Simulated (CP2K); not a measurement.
Two runs for the C K edge of acylium. Run A: CP2K XAS_TDP, all-electron GAPW, PBEh(45%), aug-cc-pVTZ, TDA, no relativity. Run B differs in one setting.

First lines with a strength over 0.0015. A:

```csv
atom,energy (eV),states,"strength, one atom"
C1 (bonded to C and 3 H),285.59,1,0.0307
,286.63,1,0.0306
,287.28,2,0.0923
,288.74,1,0.0028
,290.69,2,0.0068
C2 (bonded to C and O),283.21,2,0.1632
,292.13,1,0.0052
,293.32,1,0.0026
,293.34,2,0.0112
,294.74,2,0.0071
```

B:

```csv
atom,energy (eV),states,"strength, one atom"
C1 (bonded to C and 3 H),291.28,1,0.0301
,292.32,1,0.0300
,292.97,2,0.0905
,294.43,1,0.0028
,296.38,2,0.0067
C2 (bonded to C and O),289.68,2,0.1596
,298.60,1,0.0051
,299.78,1,0.0025
,299.80,2,0.0110
,301.21,2,0.0069
```

Q: Which was it: scalar relativity switched on, GW2X switched on, the basis, the functional?

GW2X switched on. GW2X shifts an atom's lines together and keeps their spacings. Against PBEh(45%) in aug-cc-pVTZ, the leading lines move by +5.69 eV (C1, to 292.97) and +6.47 eV (C2, to 289.68).

[Banner, clock and machine lines of the logs are left out without a mark of their own.]

[Logs are printed without paths, hosts, clocks, repeated set-up lines and the standing remarks that a program may print on its own settings, such as how far it seeks lower states.]

[Hosts, paths, dates, database ids (printed as entryN), source tags and the programs' standing remarks are cut or masked in the printed files.]
